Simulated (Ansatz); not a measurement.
# Y on Mo(100): change of the work function

How does Y on the hollow site change the work function of Mo(100) as the layer fills?

Program: Ansatz 0.2.0. Level of theory: plane-wave DFT, PBE, Ansatz PAW. Results are calculated unless marked as measured.

### Step 1. Set-up

The cell holds 4 atoms: 4 Mo. Cell: a = 3.150 Å, b = 3.150 Å, c = 22.725 Å, α = 90.0°, β = 90.0°, γ = 90.0°. Vacuum lies along c.

### Step 2. The clean slab

The bare slab comes first, as the zero from which every change is counted. The two lowest layers are held at bulk places and the upper ones relax. The dipole correction removes the false field that a one-sided slab makes across the periodic vacuum, so each face gets a flat vacuum level of its own.

The input, input.yaml:

```yaml
crystal:
  lattice:
    - [3.15, 0.0, 0.0]
    - [0.0, 3.15, 0.0]
    - [0.0, 0.0, 22.725]
  atoms:
    - { symbol: Mo, position: [0.5, 0.5, 0.396039604] }
    - { symbol: Mo, position: [0.0, 0.0, 0.4653465347] }
    - { symbol: Mo, position: [0.5, 0.5, 0.5346534653] }
    - { symbol: Mo, position: [0.0, 0.0, 0.603960396] }
kpoints:
  mp_grid: { grid: [12, 12, 1] }
hamiltonian:
  xc: pbe
scf:
  occupations: { method: fermi_dirac, width: 0.1 }
  convergence: { dr2_threshold: 1.0e-08 }
efield:
  axis: 3
  dipole_correction: true
  ramp_position: 0.97
  ramp_width: 0.06
relax:
  f_tol: 0.02
  max_steps: 60
  constraints: [{ sites: [0, 1] }]
output:
  write_potential: true
  write_density: true
  volumetric_format: npy
```

Command:

```console
ansatz run input.yaml --threads 4 --pin off --max-ram 16384MiB --backend cpu --events-out ev --progress --plain --runs-dir out
```

Numbers of over 12 decimals in the logs are rounded to 6 here.

What it wrote:

```text
Engine: ansatz 0.2.0, aarch64-unknown-linux-gnu
Pseudopotentials: kind: paw
Pseudopotential: Mo, paw, valence charge 14, recommended cutoff 420 eV (normal), Mo.paw.azcp
Functional definition: PBE
  parameter kappa = 0.804
  parameter beta = 0.066725
  exchange = pbe_x(kappa = kappa, mu = beta*pi^2/3)
  correlation = pbe_c(beta = beta)
Crystal: 4 atoms, lattice volume = 225.489 Å³
Basis set: ecut = 420 eV, 4451 PW (Γ), exchange–correlation on 48×48×320 points (8 copies of the dense FFT grid, shifted against one another)
Bands: 34, of which v1, the nominal top of the filled ones, is band 28 counted from 1 (27 counted from 0)
Symmetry: 8 space group operations
k-points: 28 of 144
Non-local potential: Mo, projectors of the file, l = 0: 3, l = 1: 2, l = 2: 2, l = 3: 1
PAW form: soft (Blöchl's): semilocal exchange-correlation on the pseudo side does not see the compensation charge
PAW one-centre angular grid: Mo, 590 points (default); XC on 64 Gauss nodes
Initial density: superposition of atomic densities (neutral atoms: chi_scale 0, normalization atom), corrected by the library's trained network
Initial wavefunctions: pseudopotential atomic-orbital guess
Functional: x = pbe(κ = 0.804, μ = 0.219515), c = pbe(β = 0.066725)
SCF iter   1: F=—  HF=-19819.857183 eV  |F-HF|=—  |Δ(HF+E_count)|=         —  Δρ=6.46e-3  dr2=1.68e-1  ethr=1.77e-3  p=0.000 e·Å  D=5.31e-14 V/Å  ΔV_dip=-0.00 eV  dr2_dipole=4.23e-8  V_vac-E_F(+/−)=4.13/4.13 eV  ⟨swp⟩=7.9  Hψ=4534  notcnv=0
efield: sawtooth ramp at fractional position 0.9700 (set: `efield.ramp_position`, or a place that a band, a saddle search or an elastic batch's reference lends), width 0.0600; the density the first Hamiltonian is built on has a dipole p = 0.000 e·Å; the dipole correction subtracts the counter field D = 5.31e-14 V/Å, which shifts the + side's vacuum level by -0.00 eV against the − side's; the planar-averaged density in the ramp window peaks in size at 6.3e-6 e/Å³
preconditioner: auto → LDOS  [metal: Δε(μ)=0.004 eV  Ē_g=3.404 eV  σ=0.100 eV  W_gap=0.01  n_scr=42 (ndim 8)  ℏωp=12.1 eV  f_vac=0.620  D(μ)=5.04/eV (n_scr^D=18)  β→1.0]
SCF iter   2: F=—  HF=-19819.835509 eV  |F-HF|=—  |Δ(HF+E_count)|=   2.17e-2  Δρ=3.81e-3  dr2=6.65e-2  ethr=2.99e-4  p=-0.000 e·Å  D=-4.00e-6 V/Å  ΔV_dip=0.00 eV  dr2_dipole=5.03e-8  V_vac-E_F(+/−)=3.88/3.88 eV  ⟨swp⟩=2.1  Hψ=1706  notcnv=0
SCF iter   3: F=—  HF=-19819.832404 eV  |F-HF|=—  |Δ(HF+E_count)|=   3.11e-3  Δρ=9.68e-4  dr2=4.70e-3  ethr=1.19e-4  p=0.000 e·Å  D=4.42e-7 V/Å  ΔV_dip=-0.00 eV  dr2_dipole=8.43e-9  V_vac-E_F(+/−)=3.92/3.92 eV  ⟨swp⟩=2.0  Hψ=1362  notcnv=0
SCF iter   4: F=—  HF=-19819.832396 eV  |F-HF|=—  |Δ(HF+E_count)|=   7.67e-6  Δρ=2.83e-4  dr2=4.47e-4  ethr=8.39e-6  p=0.000 e·Å  D=1.13e-6 V/Å  ΔV_dip=-0.00 eV  dr2_dipole=2.87e-13  V_vac-E_F(+/−)=3.88/3.88 eV  ⟨swp⟩=2.2  Hψ=1282  notcnv=0
SCF iter   5: F=—  HF=-19819.832359 eV  |F-HF|=—  |Δ(HF+E_count)|=   3.72e-5  Δρ=7.75e-5  dr2=1.80e-5  ethr=7.98e-7  p=0.000 e·Å  D=1.05e-6 V/Å  ΔV_dip=-0.00 eV  dr2_dipole=2.30e-11  V_vac-E_F(+/−)=3.87/3.87 eV  ⟨swp⟩=2.6  Hψ=1580  notcnv=0
SCF iter   6: F=—  HF=-19819.832359 eV  |F-HF|=—  |Δ(HF+E_count)|=   1.82e-7  Δρ=2.58e-5  dr2=3.87e-6  ethr=3.22e-8  p=0.000 e·Å  D=6.74e-7 V/Å  ΔV_dip=-0.00 eV  dr2_dipole=3.32e-11  V_vac-E_F(+/−)=3.87/3.87 eV  ⟨swp⟩=2.8  Hψ=1816  notcnv=0
SCF iter   7: F=—  HF=-19819.832426 eV  |F-HF|=—  |Δ(HF+E_count)|=   6.70e-5  Δρ=7.78e-6  dr2=1.64e-7  ethr=6.92e-9  p=0.000 e·Å  D=3.93e-7 V/Å  ΔV_dip=-0.00 eV  dr2_dipole=2.83e-12  V_vac-E_F(+/−)=3.87/3.87 eV  ⟨swp⟩=2.1  Hψ=1328  notcnv=0
SCF iter   8: F=—  HF=-19819.832426 eV  |F-HF|=—  |Δ(HF+E_count)|=   2.54e-7  Δρ=2.79e-6  dr2=1.63e-8  ethr=2.94e-10  p=0.000 e·Å  D=2.14e-7 V/Å  ΔV_dip=-0.00 eV  dr2_dipole=3.56e-13  V_vac-E_F(+/−)=3.87/3.87 eV  ⟨swp⟩=2.8  Hψ=1962  notcnv=0
SCF iter   9: F=-19819.832426 eV  HF=-19819.832426 eV  |F-HF|=1.80e-9  |Δ(HF+E_count)|=   7.15e-8  Δρ=7.78e-7  dr2=2.00e-9  ethr=1.79e-11  p=0.000 e·Å  D=8.08e-8 V/Å  ΔV_dip=-0.00 eV  dr2_dipole=1.04e-14  V_vac-E_F(+/−)=3.87/3.87 eV  ⟨swp⟩=10.3  Hψ=6770  notcnv=0
SCF 1 converged in 9 iterations: F = -19819.832426 eV  dr2 = 2.00e-9
  greatest PAW one-centre occupation: 0.998 electrons in one spin orbital (limit 2), on the Mo atom at site 0 (counted from 0), in its partial waves of l = 0
relax step   1: F+E_penalty+E_count = -19819.83242618 eV  Δ(F+E_penalty+E_count) = +0.000e0 eV  max|allowed force component| = 1.563e0 eV/Å  Δτ_max = 0.0000 Å  (9 SCF iters, accepted)
Initial density: handed on by an earlier stage of this run
Initial wavefunctions: those handed on with the density
iter 1 solved again at ethr=1.37e-3 eV; its pass at ethr=3.10e-3 eV (dr2=7.67e-1 eV) is discarded
SCF iter   1: F=—  HF=-19819.972386 eV  |F-HF|=—  |Δ(HF+E_count)|=         —  Δρ=1.17e-2  dr2=8.97e-1  ethr=1.37e-3  p=0.000 e·Å  D=2.00e-6 V/Å  ΔV_dip=-0.00 eV  dr2_dipole=1.48e-1  V_vac-E_F(+/−)=3.95/3.95 eV  ⟨swp⟩=1.7  Hψ=3994  notcnv=0
efield: sawtooth ramp at fractional position 0.9700 (set: `efield.ramp_position`, or a place that a band, a saddle search or an elastic batch's reference lends), width 0.0600; the density the first Hamiltonian is built on has a dipole p = 0.000 e·Å; the dipole correction subtracts the counter field D = 2.00e-6 V/Å, which shifts the + side's vacuum level by -0.00 eV against the − side's; the planar-averaged density in the ramp window peaks in size at 3.6e-6 e/Å³
preconditioner: auto → LDOS  [metal: Δε(μ)=0.032 eV  Ē_g=3.589 eV  σ=0.100 eV  W_gap=0.08  n_scr=42 (ndim 8)  ℏωp=12.1 eV  f_vac=0.627  D(μ)=4.75/eV (n_scr^D=14)  β→1.0]
SCF iter   2: F=—  HF=-19819.959708 eV  |F-HF|=—  |Δ(HF+E_count)|=   1.27e-2  Δρ=6.99e-3  dr2=2.69e-1  ethr=1.37e-3  p=0.002 e·Å  D=1.33e-3 V/Å  ΔV_dip=-0.03 eV  dr2_dipole=5.55e-5  V_vac-E_F(+/−)=3.83/3.86 eV  ⟨swp⟩=2.6  Hψ=1633  notcnv=0
SCF iter   3: F=—  HF=-19819.938871 eV  |F-HF|=—  |Δ(HF+E_count)|=   2.08e-2  Δρ=3.48e-3  dr2=6.96e-2  ethr=4.81e-4  p=-0.001 e·Å  D=-5.15e-4 V/Å  ΔV_dip=0.01 eV  dr2_dipole=7.95e-4  V_vac-E_F(+/−)=3.89/3.88 eV  ⟨swp⟩=2.3  Hψ=1716  notcnv=0
SCF iter   4: F=—  HF=-19819.932358 eV  |F-HF|=—  |Δ(HF+E_count)|=   6.51e-3  Δρ=5.12e-4  dr2=1.23e-3  ethr=1.24e-4  p=-0.001 e·Å  D=-4.45e-4 V/Å  ΔV_dip=0.01 eV  dr2_dipole=5.08e-6  V_vac-E_F(+/−)=3.88/3.87 eV  ⟨swp⟩=2.0  Hψ=1281  notcnv=0
SCF iter   5: F=—  HF=-19819.932184 eV  |F-HF|=—  |Δ(HF+E_count)|=   1.74e-4  Δρ=2.46e-4  dr2=3.81e-4  ethr=2.19e-6  p=-0.000 e·Å  D=-3.42e-4 V/Å  ΔV_dip=0.01 eV  dr2_dipole=1.77e-5  V_vac-E_F(+/−)=3.88/3.87 eV  ⟨swp⟩=2.1  Hψ=1355  notcnv=0
[...]
SCF iter   4: F=—  HF=-19819.995778 eV  |F-HF|=—  |Δ(HF+E_count)|=   8.41e-4  Δρ=1.70e-4  dr2=7.94e-5  ethr=1.71e-5  p=0.002 e·Å  D=1.50e-3 V/Å  ΔV_dip=-0.03 eV  dr2_dipole=3.60e-8  V_vac-E_F(+/−)=3.83/3.87 eV  ⟨swp⟩=2.1  Hψ=1234  notcnv=0
SCF iter   5: F=—  HF=-19819.995790 eV  |F-HF|=—  |Δ(HF+E_count)|=   1.20e-5  Δρ=6.33e-5  dr2=2.25e-5  ethr=1.42e-7  p=0.002 e·Å  D=1.35e-3 V/Å  ΔV_dip=-0.03 eV  dr2_dipole=2.56e-6  V_vac-E_F(+/−)=3.83/3.86 eV  ⟨swp⟩=2.6  Hψ=1573  notcnv=0
SCF iter   6: F=—  HF=-19819.995781 eV  |F-HF|=—  |Δ(HF+E_count)|=   9.25e-6  Δρ=2.10e-5  dr2=1.94e-6  ethr=4.01e-8  p=0.002 e·Å  D=1.32e-3 V/Å  ΔV_dip=-0.03 eV  dr2_dipole=1.28e-7  V_vac-E_F(+/−)=3.83/3.86 eV  ⟨swp⟩=2.1  Hψ=1228  notcnv=0
SCF iter   7: F=—  HF=-19819.995852 eV  |F-HF|=—  |Δ(HF+E_count)|=   7.13e-5  Δρ=5.32e-6  dr2=1.22e-7  ethr=3.46e-9  p=0.002 e·Å  D=1.32e-3 V/Å  ΔV_dip=-0.03 eV  dr2_dipole=4.24e-9  V_vac-E_F(+/−)=3.83/3.86 eV  ⟨swp⟩=2.4  Hψ=1596  notcnv=0
SCF iter   8: F=—  HF=-19819.995852 eV  |F-HF|=—  |Δ(HF+E_count)|=   1.00e-7  Δρ=1.60e-6  dr2=1.75e-8  ethr=2.18e-10  p=0.002 e·Å  D=1.31e-3 V/Å  ΔV_dip=-0.03 eV  dr2_dipole=3.64e-9  V_vac-E_F(+/−)=3.83/3.86 eV  ⟨swp⟩=2.8  Hψ=1764  notcnv=0
SCF iter   9: F=-19819.995852 eV  HF=-19819.995852 eV  |F-HF|=1.02e-9  |Δ(HF+E_count)|=   7.99e-9  Δρ=5.19e-7  dr2=1.67e-9  ethr=1.79e-11  p=0.002 e·Å  D=1.32e-3 V/Å  ΔV_dip=-0.03 eV  dr2_dipole=1.12e-12  V_vac-E_F(+/−)=3.83/3.86 eV  ⟨swp⟩=9.5  Hψ=6434  notcnv=0
SCF 3 converged in 9 iterations: F = -19819.995852 eV  dr2 = 1.67e-9
relax step   3: F+E_penalty+E_count = -19819.99585247 eV  Δ(F+E_penalty+E_count) = -6.360e-2 eV  max|allowed force component| = 3.074e-2 eV/Å  Δτ_max = 0.0603 Å  (9 SCF iters, accepted)
SCF iter   1: F=—  HF=-19819.996164 eV  |F-HF|=—  |Δ(HF+E_count)|=         —  Δρ=8.57e-4  dr2=8.98e-3  ethr=9.06e-5  p=0.002 e·Å  D=1.32e-3 V/Å  ΔV_dip=-0.03 eV  dr2_dipole=1.81e-3  V_vac-E_F(+/−)=3.83/3.86 eV  ⟨swp⟩=1.9  Hψ=1536  notcnv=0
efield: sawtooth ramp at fractional position 0.9700 (set: `efield.ramp_position`, or a place that a band, a saddle search or an elastic batch's reference lends), width 0.0600; the density the first Hamiltonian is built on has a dipole p = 0.002 e·Å; the dipole correction subtracts the counter field D = 1.32e-3 V/Å, which shifts the + side's vacuum level by -0.03 eV against the − side's; the planar-averaged density in the ramp window peaks in size at 1.1e-6 e/Å³
preconditioner: auto → LDOS  [metal: Δε(μ)=0.033 eV  Ē_g=3.506 eV  σ=0.100 eV  W_gap=0.08  n_scr=42 (ndim 8)  ℏωp=12.1 eV  f_vac=0.625  D(μ)=4.83/eV (n_scr^D=14)  β→1.0]
SCF iter   2: F=—  HF=-19819.996022 eV  |F-HF|=—  |Δ(HF+E_count)|=   1.42e-4  Δρ=5.39e-4  dr2=2.47e-3  ethr=1.60e-5  p=0.001 e·Å  D=1.04e-3 V/Å  ΔV_dip=-0.02 eV  dr2_dipole=2.34e-5  V_vac-E_F(+/−)=3.84/3.86 eV  ⟨swp⟩=1.2  Hψ=1182  notcnv=0
SCF iter   3: F=—  HF=-19819.995897 eV  |F-HF|=—  |Δ(HF+E_count)|=   1.25e-4  Δρ=2.39e-4  dr2=4.91e-4  ethr=4.40e-6  p=0.002 e·Å  D=1.20e-3 V/Å  ΔV_dip=-0.03 eV  dr2_dipole=2.95e-5  V_vac-E_F(+/−)=3.83/3.86 eV  ⟨swp⟩=2.0  Hψ=1265  notcnv=0
SCF iter   4: F=—  HF=-19819.995866 eV  |F-HF|=—  |Δ(HF+E_count)|=   3.10e-5  Δρ=3.09e-5  dr2=3.13e-6  ethr=8.77e-7  p=0.002 e·Å  D=1.22e-3 V/Å  ΔV_dip=-0.03 eV  dr2_dipole=6.51e-9  V_vac-E_F(+/−)=3.83/3.86 eV  ⟨swp⟩=2.3  Hψ=1244  notcnv=0
SCF iter   5: F=—  HF=-19819.995925 eV  |F-HF|=—  |Δ(HF+E_count)|=   5.91e-5  Δρ=1.42e-5  dr2=1.17e-6  ethr=5.58e-9  p=0.002 e·Å  D=1.24e-3 V/Å  ΔV_dip=-0.03 eV  dr2_dipole=4.07e-8  V_vac-E_F(+/−)=3.83/3.86 eV  ⟨swp⟩=3.4  Hψ=1792  notcnv=0
SCF iter   6: F=—  HF=-19819.995926 eV  |F-HF|=—  |Δ(HF+E_count)|=   2.80e-7  Δρ=5.13e-6  dr2=1.86e-7  ethr=2.09e-9  p=0.002 e·Å  D=1.28e-3 V/Å  ΔV_dip=-0.03 eV  dr2_dipole=5.94e-10  V_vac-E_F(+/−)=3.83/3.86 eV  ⟨swp⟩=2.1  Hψ=1172  notcnv=0
SCF iter   7: F=—  HF=-19819.995926 eV  |F-HF|=—  |Δ(HF+E_count)|=   5.29e-8  Δρ=1.57e-6  dr2=1.27e-8  ethr=3.31e-10  p=0.002 e·Å  D=1.30e-3 V/Å  ΔV_dip=-0.03 eV  dr2_dipole=2.25e-9  V_vac-E_F(+/−)=3.83/3.86 eV  ⟨swp⟩=2.1  Hψ=1377  notcnv=0
SCF iter   8: F=-19819.995926 eV  HF=-19819.995926 eV  |F-HF|=1.34e-9  |Δ(HF+E_count)|=   1.53e-8  Δρ=7.39e-7  dr2=3.55e-9  ethr=1.79e-11  p=0.002 e·Å  D=1.31e-3 V/Å  ΔV_dip=-0.03 eV  dr2_dipole=4.26e-10  V_vac-E_F(+/−)=3.83/3.86 eV  ⟨swp⟩=9.4  Hψ=6480  notcnv=0
SCF 4 converged in 8 iterations: F = -19819.995926 eV  dr2 = 3.55e-9
relax step   4: F+E_penalty+E_count = -19819.99592565 eV  Δ(F+E_penalty+E_count) = -7.318e-5 eV  max|allowed force component| = 1.546e-2 eV/Å  Δτ_max = 0.0082 Å  (8 SCF iters, accepted)
NSCF: frozen V_eff on 28 k-points
the band table was solved once a step of the walk had ended and its energy, with any forces and stress, was formed, with the checks that follow a solve (4367 applications of the Hamiltonian). They found nothing against the state; the energy, forces and stress were not computed again (output.eigenvalues in the input reference)
WARN: The output density's exchange-correlation potential varies sharply where the density is thin. Do not read a vacuum level from v_tot or v_xc, or from such a field of the output density. On a cell that repeats whose density bears no net charge and no dipole along the vacuum's axis use v_es (v_loc + v_h of the components); under efield.dipole_correction with no amplitude use v_es + v_field, which holds any externa [...]
SCF converged after 8 iterations
Free energy (F): -19819.995926 eV
Harris-Foulkes:  -19819.995926 eV  (|F-HF|=1.34e-9)
Internal energy: -19819.831584 eV  (E = F + TS)
E sigma→0 (E₀):  -19819.913755 eV
Entropy (-TS):   -0.164342 eV (-41.086 meV/atom)
Fermi energy:    3.091665 eV
Dipole field:    D = 0.001336 V/Å  (p = 0.001665 e·Å, saw-weighted, corrected)
Work function:   Φ+ = 3.8304 eV   Φ− = 3.8607 eV
Levels:          The Fermi level and band energies are counted from a zero that moves with the ramp; work functions are not
--- Per-component energies (eV) ---
  E_band       = -1200.370318
  E_kinetic    = 1757.431237
  E_local      = -61048.384213  (includes V_loc(G=0)·N_el)
  E_nonlocal   = 576.034451
  E_hartree    = 29500.156746
  E_xc         = -728.348904
  E_vxc        = -908.366797  (∫ρ·V_xc dr)
  E_paw        = -12806.173053  (= ΣΔE_a)
  E_vpaw       = -577.392229  (= ΣTr[D̂ρ^β])
  E_aug_tail   = 0.000173  (compensation charges beyond the density's cutoff)
  E_efield     = 0.000001  (sawtooth field / dipole correction)
  E_vefield    = 0.001110  (∫n·V_field dr)
  E_ewald      = 22929.451979
  E_smearing   = -0.164342  (= −TS)
  E_closure    = 0.000000  (closes the sum)
  Σ components = -19819.995926   (vs F -19819.995926, Δ=0.00e0)
--- Forces (eV/Å), atoms counted from 1 ---
  atom   1  Mo     0.00000000     0.00000000     1.65152043
  atom   2  Mo    -0.00000000    -0.00000000    -1.62582719
  atom   3  Mo    -0.00000000     0.00000000    -0.01546472
  atom   4  Mo    -0.00000000     0.00000000    -0.01025991
  max |Σ_I F_I| component: 3.14e-5 eV/Å
--- Band table (eV; the first three rows and the last of 28) ---
  k-point 0: bands = [... 24 lower, 2.2590, 2.3854, 2.7744, 2.7744, 2.9609, 3.1738, 3.5683, 4.0581, ... 2 higher]
  k-point 1: bands = [... 24 lower, 2.1366, 2.5640, 2.6745, 2.8675, 3.0661, 3.2840, 3.3118, 4.2016, ... 2 higher]
  k-point 2: bands = [... 24 lower, 1.7856, 2.4339, 2.6427, 2.8755, 3.0846, 3.3152, 3.7837, 4.2707, ... 2 higher]
  k-point 27: bands = [... 24 lower, 2.0985, 2.0985, 4.6522, 4.7294, 4.7294, 4.7682, 5.2975, 5.5297, ... 2 higher]
--- Relaxed structure (4 steps of the walk, 4 accepted, 0 SCFs on fresh bases) ---
  F+E_penalty+E_count = -19819.99592565 eV   max|allowed force component| = 1.546e-2 eV/Å
  atoms:
    - { symbol: Mo, position: [0.500000, 0.500000, 0.396039604] }
    - { symbol: Mo, position: [0.0, 0.0, 0.4653465347] }
    - { symbol: Mo, position: [0.500000, 0.500000, 0.537601] }
    - { symbol: Mo, position: [-7.781657474994637e-18, 0, 0.598409] }
```

Wall time 15 s (4 threads of Arm Neoverse V2, shared host); peak memory 0.56 GiB; 57 s of CPU time.

The steps of the relaxation:

```csv
step,energy less that of the first step (eV),largest force component (eV/Å)
1,0.0000,1.5631
2,-0.0998,1.2124
3,-0.1634,0.0307
4,-0.1635,0.0155
```

Forces are held to the 8 operations that the run works with; a distortion that breaks them can't arise in this run.

The atoms that moved most (Å):

| atom | dx | dy | dz | length |
| --- | --- | --- | --- | --- |
| Mo4 | 0.000 | 0.000 | -0.126 | 0.126 |
| Mo3 | 0.000 | 0.000 | 0.067 | 0.067 |

The relaxed structure:

```xyz
4
Lattice="3.1500 0.0000 0.0000 0.0000 3.1500 0.0000 0.0000 0.0000 22.7250" Properties=species:S:1:pos:R:3
Mo    1.5750    1.5750    9.0000
Mo    0.0000    0.0000   10.5750
Mo    1.5750    1.5750   12.2170
Mo    0.0000    0.0000   13.5988
```

This step gave:

* energy at zero smearing: -19819.9138 eV
* work function, upper face: 3.830 eV
* work function, lower face: 3.861 eV
* dipole along the normal: 0.001665 e·Å
* step between the vacuum levels: -0.03036 eV

Running mean over 1.575 Å of the planar mean; the ramp of the sawtooth is left out. Table of electron's electrostatic potential energy less the Fermi level by z:

```csv
z (Å),electron's electrostatic potential energy less the Fermi level (eV)
3.0,3.86
3.5,3.86
4.0,3.86
4.5,3.86
5.0,3.85
5.5,3.83
6.0,3.78
6.5,3.62
7.0,3.14
7.5,1.63
8.0,-2.54
8.5,-8.12
9.0,-11.4
9.5,-12.1
10.0,-12.3
10.5,-12.3
11.0,-12.1
11.5,-12.0
12.0,-12.7
12.5,-14.0
13.0,-14.4
13.5,-12.9
14.0,-9.24
14.5,-3.63
15.0,1.07
15.5,2.98
16.0,3.54
16.5,3.73
17.0,3.80
17.5,3.82
18.0,3.83
18.5,3.83
19.0,3.83
19.5,3.83
```

The relaxation took 4 steps and lowered the energy by 0.16 eV; the largest force on the free atoms ends at 0.015 eV/Å.

The work function of the upper face is 3.83 eV.

[end of part 1 of 4]

[Logs are printed without paths, hosts, clocks, repeated set-up lines and the standing remarks that a program may print on its own settings, such as how far it seeks lower states.]

[Hosts, paths, dates, database ids (printed as entryN), source tags and the programs' standing remarks are cut or masked in the printed files.]

[Maps of the electrostatic potential energy from Ansatz leave out the sawtooth potential of an applied field or a dipole correction, so their vacuum need not be flat; planar profiles and work functions include it.]
